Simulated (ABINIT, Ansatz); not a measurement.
# A GW chain in ABINIT: ZrZnF6 (Fm-3m), part 2 of 3

How does a plane-wave GW calculation on ZrZnF6 (Fm-3m) run from the first input to the gap?

ABINIT 10.8.3; PBEsol and many-body steps on it, plane waves. Known limits of the many-body steps: not at the basis limit; d shell near the gap, gap tends to lie low; no spin-orbit coupling; coarse k mesh.

So far. Step 2 (Ground state): The gap is direct, at (0.500, 0.000, 0.000).

### 3. Bands along the symmetry lines

Level of this step: DFT, PBEsol, plane waves, norm-conserving pseudopotentials (ABINIT).

Levels along a band path, at the cheap level, show where the edges lie and whether the meshes to come will hold them.

run.abi

```
acell 3*1.0 Angstrom
rprim 
  -0.000000000000 4.028896100000 4.028896100000
  4.028896100000 -0.000000000000 4.028896100000
  4.028896100000 4.028896100000 -0.000000000000
ntypat 3
znucl 40 30 9
natom 8
typat 1 2 3 3 3 3 3 3
xred 
  0.000000000000 0.000000000000 0.000000000000
  0.500000000000 0.500000000000 0.500000000000
  0.750139860000 0.249860140000 0.249860140000
  0.249860140000 0.750139860000 0.750139860000
  0.249860140000 0.750139860000 0.249860140000
  0.750139860000 0.249860140000 0.750139860000
  0.249860140000 0.249860140000 0.750139860000
  0.750139860000 0.750139860000 0.249860140000
pp_dirpath "pseudos"
pseudos "Zr.upf, Zn.upf, F.upf"
ecut 38
iscf -2
irdden 1
kptopt 0
nkpt 26
kpt 
  0.00000000 0.00000000 0.00000000
  0.12500000 0.00000000 0.12500000
  0.25000000 0.00000000 0.25000000
  0.37500000 0.00000000 0.37500000
  0.50000000 0.00000000 0.50000000
  0.53125000 0.06250000 0.53125000
  0.56250000 0.12500000 0.56250000
  0.59375000 0.18750000 0.59375000
  0.62500000 0.25000000 0.62500000
  0.37500000 0.37500000 0.75000000
  0.28125000 0.28125000 0.56250000
  0.18750000 0.18750000 0.37500000
  0.09375000 0.09375000 0.18750000
  0.00000000 0.00000000 0.00000000
  0.12500000 0.12500000 0.12500000
  0.25000000 0.25000000 0.25000000
  0.37500000 0.37500000 0.37500000
  0.50000000 0.50000000 0.50000000
  0.50000000 0.43750000 0.56250000
  0.50000000 0.37500000 0.62500000
  0.50000000 0.31250000 0.68750000
  0.50000000 0.25000000 0.75000000
  0.50000000 0.18750000 0.68750000
  0.50000000 0.12500000 0.62500000
  0.50000000 0.06250000 0.56250000
  0.50000000 0.00000000 0.50000000
istwfk *1
nband 44
nbdbuf 2
tolwfr 1e-08
nstep 40
prtwf 0
prtvol 0
indata_prefix "in"
outdata_prefix "out"
tmpdata_prefix "tmp"
```

The run is started by

```console
$ OMP_NUM_THREADS=1 mpirun -n 4 abinit run.abi > log
```

Numbers of over 12 decimals in the logs are rounded to 6 here.

Output:

```text
.Version 10.8.3 of ABINIT. v10.8.2 released Aug 2026.

 Symmetries : space group Fm -3 m (#225); Bravais cF (face-center cubic)
[... echo of the input left out ...]
== DATASET  1 ==================================================================
-   mpi_nproc: 4, omp_nthreads: 1 (-1 if OMP is not activated)

--- !DatasetInfo
iteration_state: {dtset: 1, }
dimensions: {natom: 8, nkpt: 26, mband: 44, nsppol: 1, nspinor: 1, nspden: 1, mpw: 9922, }
cutoff_energies: {ecut:  38.0, pawecutdg:  -1.0, }
electrons: {nelect:   7.40000000E+01, charge:   0.00000000E+00, occopt:   1.00000000E+00, tsmear:   1.00000000E-02, }

 Real(R)+Recip(G) space primitive vectors, cartesian coordinates (Bohr,Bohr^-1):
 R(1)=  0.0000000  7.6135102  7.6135102  G(1)= -0.0656727  0.0656727  0.0656727
 R(2)=  7.6135102  0.0000000  7.6135102  G(2)=  0.0656727 -0.0656727  0.0656727
 R(3)=  7.6135102  7.6135102  0.0000000  G(3)=  0.0656727  0.0656727 -0.0656727
 Unit cell volume ucvol=  8.8264243E+02 bohr^3
 Angles (23,13,12)=  6.00000000E+01  6.00000000E+01  6.00000000E+01 degrees

 getcut: wavevector=  0.0000  0.0000  0.0000  ngfft=  60  60  60
         ecut(hartree)=     38.000   => boxcut(ratio)=   2.00814

--- Pseudopotential description ------------------------------------------------
- Zr Generated using ONCVPSP code by D. R. Hamann
- 40.00000  12.00000  180301                  znucl, zion, pspdat
12 -116133 2 -1 1604                          pspcod,pspxc,lmax,lloc,mmax
     nproj     2     2     2
  pspatm : epsatm=   18.88750569
         --- l  ekb(1:nproj) -->
             0   10.584966    0.890424
             1    5.814585    0.741293
             2    1.525459    0.487901
 pspatm: atomic psp has been read  and splines computed

- Zn Generated using ONCVPSP code by D. R. Hamann
- 30.00000  20.00000  180301                  znucl, zion, pspdat
12 -116133 2 -1 1312                          pspcod,pspxc,lmax,lloc,mmax
     nproj     2     2     2
  pspatm : epsatm=   26.57343564
         --- l  ekb(1:nproj) -->
[...]
pspatm: atomic psp has been read  and splines computed

- F Generated using ONCVPSP code by D. R. Hamann
-  9.00000   7.00000  180301                  znucl, zion, pspdat
12 -116133 2 -1 832                           pspcod,pspxc,lmax,lloc,mmax
     nproj     2     2     1
  pspatm : epsatm=    4.89824381
         --- l  ekb(1:nproj) -->
[...]
2   -2.394754
 pspatm: atomic psp has been read  and splines computed

--------------------------------------------------------------------------------

================================================================================
 prteigrs : about to open file out_EIG
 Non-SCF case, kpt    1 (  0.00000  0.00000  0.00000), residuals and eigenvalues=
  3.32E-09  1.37E-09  3.34E-09  2.66E-09  3.01E-09  2.11E-09  2.28E-09  7.95E-09
[...]
3.2338E-01  3.5173E-01
 Non-SCF case, kpt   26 (  0.50000  0.00000  0.50000), residuals and eigenvalues=
[...]
-1.0161E-01 -1.0161E-01 -9.0953E-02 -8.7430E-02 -8.7430E-02 -8.1139E-02
 -8.0563E-02  1.7580E-01  1.8122E-01  1.8122E-01  1.9717E-01  3.0420E-01
  3.2574E-01  3.5182E-01

--- !ResultsGS
iteration_state: {dtset: 1, }
comment   : Summary of ground state results
lattice_vectors:
- [ -0.0000000,   7.6135102,   7.6135102, ]
- [  7.6135102,  -0.0000000,   7.6135102, ]
- [  7.6135102,   7.6135102,  -0.0000000, ]
lattice_lengths: [  10.76713,   10.76713,   10.76713, ]
lattice_angles: [ 60.000,  60.000,  60.000, ] # degrees, (23, 13, 12)
lattice_volume:   8.8264243E+02
convergence: {deltae:  0.000E+00, res2:  0.000E+00, residm:  9.953E-09, diffor:  0.000E+00, }
etotal    :  -4.07296548E+02
entropy   :   0.00000000E+00
fermie    :  -5.78399454E-02
cartesian_stress_tensor: null
pressure_GPa: null
xred      :
- [  0.0000E+00,   0.0000E+00,   0.0000E+00, Zr]
- [  5.0000E-01,   5.0000E-01,   5.0000E-01, Zn]
- [  7.5014E-01,   2.4986E-01,   2.4986E-01,  F]
- [  2.4986E-01,   7.5014E-01,   7.5014E-01,  F]
- [  2.4986E-01,   7.5014E-01,   2.4986E-01,  F]
- [  7.5014E-01,   2.4986E-01,   7.5014E-01,  F]
- [  2.4986E-01,   2.4986E-01,   7.5014E-01,  F]
- [  7.5014E-01,   7.5014E-01,   2.4986E-01,  F]
cartesian_forces: null
force_length_stats: {min: null, max: null, mean: null, }

 Integrated electronic density in atomic spheres:
 ------------------------------------------------
 Atom  Sphere_radius  Integrated_density
[...]
================================================================================

 ----iterations are completed or convergence reached----

 Mean square residual over all n,k,spin=   53.113E-10; max=  99.527E-10
 reduced coordinates (array xred) for    8 atoms
[...]
0.249860140000      0.249860140000      0.750139860000
       0.750139860000      0.750139860000      0.249860140000

 cartesian coordinates (angstrom) at end:
[...]
length scales=  1.889726125908  1.889726125908  1.889726125908 bohr
              =  1.000000000000  1.000000000000  1.000000000000 angstroms
 prteigrs : about to open file out_EIG
 Eigenvalues (hartree) for nkpt=  26  k points:
 kpt#   1, nband= 44, wtk=  1.00000, kpt=  0.0000  0.0000  0.0000 (reduced coord)
[...]
kpt#   2, nband= 44, wtk=  1.00000, kpt=  0.1250  0.0000  0.1250 (reduced coord)
[...]
kpt#   3, nband= 44, wtk=  1.00000, kpt=  0.2500  0.0000  0.2500 (reduced coord)
[...]
kpt#  25, nband= 44, wtk=  1.00000, kpt=  0.5000  0.0625  0.5625 (reduced coord)
[...]
0.19908    0.30529    0.32338    0.35173
 kpt#  26, nband= 44, wtk=  1.00000, kpt=  0.5000  0.0000  0.5000 (reduced coord)
[...]
-0.13371   -0.12391   -0.11916   -0.11322   -0.11322   -0.10586   -0.10161   -0.10161
  -0.09095   -0.08743   -0.08743   -0.08114   -0.08056    0.17580    0.18122    0.18122
   0.19717    0.30420    0.32574    0.35182

== END DATASET(S) ==============================================================
================================================================================

 -outvars: echo values of variables after computation  --------
            nband          44
             nkpt          26
          spgroup         225
 [... the other variables as echoed above ...]

 Calculation completed.
```

Wall time 92 s (4 MPI ranks of Arm Neoverse V2, shared host); peak memory 0.52 GiB; 6.1 min of CPU time.

Numbers from this step:

```
gap                        : 6.313 eV
k of the valence top       : 0.5, 0.5, 0.5
k of the conduction bottom : 0.5, 0.5, 0.5
least direct gap           : 6.313 eV
```

The gap is 6.313 eV, as in the run before at this level.

The electronic bands at the labelled points (eV, zero at the top of the highest filled band):

| point | band 34 | band 35 | band 36 | band 37 | band 38 | band 39 | band 40 | band 41 |
| --- | --- | --- | --- | --- | --- | --- | --- | --- |
| Γ | -0.90 | -0.61 | -0.61 | -0.61 | 6.34 | 6.34 | 6.34 | 6.50 |
| halfway | -0.80 | -0.80 | -0.62 | -0.23 | 6.35 | 6.41 | 6.41 | 7.12 |
| X | -0.81 | -0.81 | -0.63 | -0.62 | 6.36 | 6.51 | 6.51 | 6.94 |
| halfway | -0.81 | -0.69 | -0.65 | -0.60 | 6.36 | 6.49 | 6.50 | 7.04 |
| U | -0.81 | -0.73 | -0.55 | -0.36 | 6.37 | 6.46 | 6.49 | 7.32 |
| jump to K | -0.81 | -0.73 | -0.55 | -0.36 | 6.37 | 6.46 | 6.49 | 7.32 |
| halfway | -0.76 | -0.71 | -0.59 | -0.09 | 6.36 | 6.37 | 6.41 | 7.36 |
| Γ | -0.90 | -0.61 | -0.61 | -0.61 | 6.34 | 6.34 | 6.34 | 6.50 |
| halfway | -0.75 | -0.70 | -0.34 | -0.34 | 6.33 | 6.38 | 6.38 | 7.14 |
| L | -0.95 | -0.87 | 0.00 | 0.00 | 6.31 | 6.41 | 6.41 | 8.28 |
| halfway | -0.85 | -0.82 | -0.30 | -0.13 | 6.37 | 6.41 | 6.46 | 7.75 |
| W | -0.80 | -0.80 | -0.69 | -0.30 | 6.41 | 6.41 | 6.50 | 7.36 |
| halfway | -0.81 | -0.71 | -0.67 | -0.49 | 6.37 | 6.47 | 6.51 | 7.13 |
| X | -0.81 | -0.81 | -0.63 | -0.62 | 6.36 | 6.51 | 6.51 | 6.94 |

### 4. Empty states on the mesh, 2×2×2 mesh, 273 bands

The sums over transitions need many empty states on a uniform mesh; this step solves for them.

run.abi

```
acell 3*1.0 Angstrom
rprim 
  -0.000000000000 4.028896100000 4.028896100000
  4.028896100000 -0.000000000000 4.028896100000
  4.028896100000 4.028896100000 -0.000000000000
ntypat 3
znucl 40 30 9
natom 8
typat 1 2 3 3 3 3 3 3
xred 
  0.000000000000 0.000000000000 0.000000000000
  0.500000000000 0.500000000000 0.500000000000
  0.750139860000 0.249860140000 0.249860140000
  0.249860140000 0.750139860000 0.750139860000
  0.249860140000 0.750139860000 0.249860140000
  0.750139860000 0.249860140000 0.750139860000
  0.249860140000 0.249860140000 0.750139860000
  0.750139860000 0.750139860000 0.249860140000
pp_dirpath "pseudos"
pseudos "Zr.upf, Zn.upf, F.upf"
ecut 38
ngkpt 2 2 2
nshiftk 1
shiftk 0 0 0
kptopt 1
chksymbreak 0
iscf -2
irdden 1
istwfk *1
nband 273
nbdbuf 24
tolwfr 1e-09
nstep 60
prtvol 0
indata_prefix "in"
outdata_prefix "out"
tmpdata_prefix "tmp"
```

Output:

```text
.Version 10.8.3 of ABINIT. v10.8.2 released Aug 2026.

 Symmetries : space group Fm -3 m (#225); Bravais cF (face-center cubic)
[... echo of the input left out ...]
== DATASET  1 ==================================================================
-   mpi_nproc: 4, omp_nthreads: 1 (-1 if OMP is not activated)
-    --> not optimal distribution: autoparal keyword recommended in input file <--

--- !DatasetInfo
iteration_state: {dtset: 1, }
dimensions: {natom: 8, nkpt: 3, mband: 273, nsppol: 1, nspinor: 1, nspden: 1, mpw: 9922, }
cutoff_energies: {ecut:  38.0, pawecutdg:  -1.0, }
electrons: {nelect:   7.40000000E+01, charge:   0.00000000E+00, occopt:   1.00000000E+00, tsmear:   1.00000000E-02, }

 Real(R)+Recip(G) space primitive vectors, cartesian coordinates (Bohr,Bohr^-1):
 R(1)=  0.0000000  7.6135102  7.6135102  G(1)= -0.0656727  0.0656727  0.0656727
 R(2)=  7.6135102  0.0000000  7.6135102  G(2)=  0.0656727 -0.0656727  0.0656727
 R(3)=  7.6135102  7.6135102  0.0000000  G(3)=  0.0656727  0.0656727 -0.0656727
 Unit cell volume ucvol=  8.8264243E+02 bohr^3
 Angles (23,13,12)=  6.00000000E+01  6.00000000E+01  6.00000000E+01 degrees

 getcut: wavevector=  0.0000  0.0000  0.0000  ngfft=  60  60  60
         ecut(hartree)=     38.000   => boxcut(ratio)=   2.00814

--- Pseudopotential description ------------------------------------------------
- Zr Generated using ONCVPSP code by D. R. Hamann
- 40.00000  12.00000  180301                  znucl, zion, pspdat
12 -116133 2 -1 1604                          pspcod,pspxc,lmax,lloc,mmax
     nproj     2     2     2
  pspatm : epsatm=   18.88750569
         --- l  ekb(1:nproj) -->
             0   10.584966    0.890424
             1    5.814585    0.741293
             2    1.525459    0.487901
 pspatm: atomic psp has been read  and splines computed

- Zn Generated using ONCVPSP code by D. R. Hamann
- 30.00000  20.00000  180301                  znucl, zion, pspdat
12 -116133 2 -1 1312                          pspcod,pspxc,lmax,lloc,mmax
     nproj     2     2     2
  pspatm : epsatm=   26.57343564
         --- l  ekb(1:nproj) -->
[...]
pspatm: atomic psp has been read  and splines computed

- F Generated using ONCVPSP code by D. R. Hamann
-  9.00000   7.00000  180301                  znucl, zion, pspdat
12 -116133 2 -1 832                           pspcod,pspxc,lmax,lloc,mmax
     nproj     2     2     1
  pspatm : epsatm=    4.89824381
         --- l  ekb(1:nproj) -->
[...]
2   -2.394754
 pspatm: atomic psp has been read  and splines computed

--------------------------------------------------------------------------------

================================================================================
 prteigrs : about to open file out_EIG
 Non-SCF case, kpt    1 (  0.00000  0.00000  0.00000), residuals and eigenvalues=
[...]
2.00E-10  1.39E-10  2.10E-10  1.82E-10  1.14E-10  1.60E-10  1.52E-10  9.86E-11
[...]
4.12E-05
 -4.5054E+00 -2.8274E+00 -2.8274E+00 -2.8274E+00 -1.7709E+00 -9.8492E-01
 -9.8492E-01 -9.8492E-01 -8.1465E-01 -8.0330E-01 -8.0330E-01 -7.7385E-01
 -7.7385E-01 -7.7385E-01 -2.3094E-01 -2.2560E-01 -2.2560E-01 -1.8257E-01
[...]
2.9501E+00  2.9501E+00  2.9501E+00  2.9575E+00  2.9621E+00  2.9623E+00
  2.9700E+00  2.9700E+00  2.9701E+00  2.9743E+00  2.9747E+00  2.9798E+00
[...]
prteigrs : prtvol=0 or 1, do not print more k-points.

--- !ResultsGS
iteration_state: {dtset: 1, }
comment   : Summary of ground state results
lattice_vectors:
- [ -0.0000000,   7.6135102,   7.6135102, ]
- [  7.6135102,  -0.0000000,   7.6135102, ]
- [  7.6135102,   7.6135102,  -0.0000000, ]
lattice_lengths: [  10.76713,   10.76713,   10.76713, ]
lattice_angles: [ 60.000,  60.000,  60.000, ] # degrees, (23, 13, 12)
lattice_volume:   8.8264243E+02
convergence: {deltae:  0.000E+00, res2:  0.000E+00, residm:  9.889E-10, diffor:  0.000E+00, }
etotal    :  -4.07296548E+02
entropy   :   0.00000000E+00
fermie    :  -5.78399454E-02
cartesian_stress_tensor: null
pressure_GPa: null
xred      :
- [  0.0000E+00,   0.0000E+00,   0.0000E+00, Zr]
- [  5.0000E-01,   5.0000E-01,   5.0000E-01, Zn]
- [  7.5014E-01,   2.4986E-01,   2.4986E-01,  F]
- [  2.4986E-01,   7.5014E-01,   7.5014E-01,  F]
- [  2.4986E-01,   7.5014E-01,   2.4986E-01,  F]
- [  7.5014E-01,   2.4986E-01,   7.5014E-01,  F]
- [  2.4986E-01,   2.4986E-01,   7.5014E-01,  F]
- [  7.5014E-01,   7.5014E-01,   2.4986E-01,  F]
cartesian_forces: null
force_length_stats: {min: null, max: null, mean: null, }

 Integrated electronic density in atomic spheres:
 ------------------------------------------------
 Atom  Sphere_radius  Integrated_density
[...]
================================================================================

 ----iterations are completed or convergence reached----

 Mean square residual over all n,k,spin=   33.529E-11; max=  98.893E-11
 reduced coordinates (array xred) for    8 atoms
[...]
0.249860140000      0.249860140000      0.750139860000
       0.750139860000      0.750139860000      0.249860140000

 cartesian coordinates (angstrom) at end:
    1      0.000000     0.000000     0.000000
    2      4.028896     4.028896     4.028896
    3      2.013321     4.028896     4.028896
[...]
7      4.028896     4.028896     2.013321
    8      4.028896     4.028896     6.044471
 length scales=  1.889726125908  1.889726125908  1.889726125908 bohr
              =  1.000000000000  1.000000000000  1.000000000000 angstroms
 prteigrs : about to open file out_EIG
 Eigenvalues (hartree) for nkpt=   3  k points:
 kpt#   1, nband=273, wtk=  0.12500, kpt=  0.0000  0.0000  0.0000 (reduced coord)
[...]
2.93430    2.93430    2.95011    2.95011    2.95012    2.95754    2.96212    2.96226
   2.97001    2.97003    2.97014    2.97432    2.97469    2.97983    2.99307    2.99580
   2.99778
 prteigrs : prtvol=0 or 1, do not print more k-points.

== END DATASET(S) ==============================================================
================================================================================

 -outvars: echo values of variables after computation  --------
            nband         273
             nkpt           3
          spgroup         225
 [... the other variables as echoed above ...]

 Calculation completed.
```

It took 2.5 min on 4 MPI ranks; peak memory 0.46 GiB; 10 min of CPU time.

Numbers from this step:

* gap: 6.313 eV
* k of the valence top: 0.5, 0, 0
* k of the conduction bottom: 0.5, 0, 0
* least direct gap: 6.313 eV
* k points computed: 3
* lowest point of the top converged band, above the valence top: 79.3675 eV

On this mesh the gap is 6.313 eV.

### 5. Screening, 2×2×2 mesh, 249 bands, screening to 176.9 eV

The RPA dielectric matrix is built and inverted for each q.

This step: RPA screening on PBEsol, plane waves, norm-conserving pseudopotentials.

run.abi, as its differences from that of step 4:

```diff
@@ -26,10 +26,11 @@
 chksymbreak 0
-iscf -2
-irdden 1
 istwfk *1
-nband 273
-nbdbuf 24
-tolwfr 1e-09
-nstep 60
-prtvol 0
+occopt 1
+irdwfk 1
+optdriver 3
+nband 249
+ecuteps 6.5
+inclvkb 2
+awtr 1
+symchi 1
 indata_prefix "in"
```

Output:

```text
.Version 10.8.3 of ABINIT. v10.8.2 released Aug 2026.

 Symmetries : space group Fm -3 m (#225); Bravais cF (face-center cubic)
[... echo of the input left out ...]
== DATASET  1 ==================================================================
-   mpi_nproc: 4, omp_nthreads: 1 (-1 if OMP is not activated)

--- !DatasetInfo
iteration_state: {dtset: 1, }
dimensions: {natom: 8, nkpt: 3, mband: 249, nsppol: 1, nspinor: 1, nspden: 1, mpw: 9922, }
cutoff_energies: {ecut:  38.0, pawecutdg:  -1.0, }
electrons: {nelect:   7.40000000E+01, charge:   0.00000000E+00, occopt:   1.00000000E+00, tsmear:   1.00000000E-02, }

 SCREENING: Calculation of the susceptibility and dielectric matrices

 Based on a program developped by R.W. Godby, V. Olevano, G. Onida, and L. Reining.
 Incorporated in ABINIT by V. Olevano, G.-M. Rignanese, and M. Torrent.
.Using double precision arithmetic ; gwpc =  8

[... cell and pseudopotentials left out ...]
--------------------------------------------------------------------------------

 ==== K-mesh for the wavefunctions ====
 Number of points in the irreducible wedge :     3
[... list of points left out ...]
 Together with 48 symmetry operations and time-reversal symmetry
 yields     8 points in the full Brillouin Zone.

 ==== Q-mesh for the screening function ====
 Number of points in the irreducible wedge :     3
[... list of points left out ...]
 Together with 48 symmetry operations and time-reversal symmetry
 yields     8 points in the full Brillouin Zone.

 setmesh: FFT mesh size selected  =    45x   45x   45
          total number of points  =        91125

 vcoul_init : cutoff-mode = AUXILIARY_FUNCTION
 q-points for optical limit:   1
     1)      0.000010    0.000020    0.000030

- screening: taking advantage of time-reversal symmetry
- Maximum band index for partially occupied states nbvw = 37
- Remaining bands to be divided among processors   nbcw = 212
- Number of bands treated by each node ~53

 Number of electrons calculated from density =   74.0000; Expected =   74.0000
 average of density, n =  0.083839
 r_s =    1.4174
 omega_plasma =   27.9305 [eV]

 calculating chi0 at frequencies [eV] :
  1    0.000000E+00    0.000000E+00
  2    0.000000E+00    2.793052E+01

--------------------------------------------------------------------------------
  q-point number  1        q = ( 0.000000, 0.000000, 0.000000) [r.l.u.]
--------------------------------------------------------------------------------
[... chi0 elements left out ...]
 For q-point:  0.000010 0.000020 0.000030
  dielectric constant =   2.1743
  dielectric constant without local fields =   2.3544

  Average fulfillment of the sum rule on Im[epsilon] for q-point    1 :     52.90  [%]
[... wings left out ...]
  q-point number  2        q = ( 0.500000, 0.000000, 0.000000) [r.l.u.]
--------------------------------------------------------------------------------
[... chi0 elements left out ...]
  Average fulfillment of the sum rule on Im[epsilon] for q-point    2 :     57.17  [%]

 [... 1 further q-points ...]
```

Elapsed: 1.7 min, on 4 MPI ranks; peak memory 2.5 GiB.

Numbers from this step:

```yaml
eps_infinity_with_local_fields_on_this_mesh_along_the_program_s_q_direction: 2.174
the_same_without_local_fields: 2.354
plasma_frequency: 27.93 eV
plane_waves_in_the_screening_matrix: 725
```

Local fields lower ε∞ by 8 %. On a Γ-centred mesh this coarse the value itself is usually too large, while a short band sum pulls it down.

(Part 2 of 3 ends here.)

[Paths, hosts, dates, memory and timing lines, banners, echoed tables and standing remarks are left out of the program output.]

[Logs are printed without paths, hosts, clocks, repeated set-up lines and the standing remarks that a program may print on its own settings, such as how far it seeks lower states.]

[Runs of the session that timed out or met a known fault of the program may be left out.]

[Hosts, paths, dates, database ids (printed as entryN), source tags and the programs' standing remarks are cut or masked in the printed files.]

[G0W0 gaps are taken among the corrected bands and points alone; a level outside them can change the order at an edge.]

[Where Ansatz stands beside ABINIT at settings called matched, ABINIT's density can come from a denser mesh and the files from another edition; pairs whose starting gaps differed by over 0.03 eV were left out, so agreement reads better than it is.]
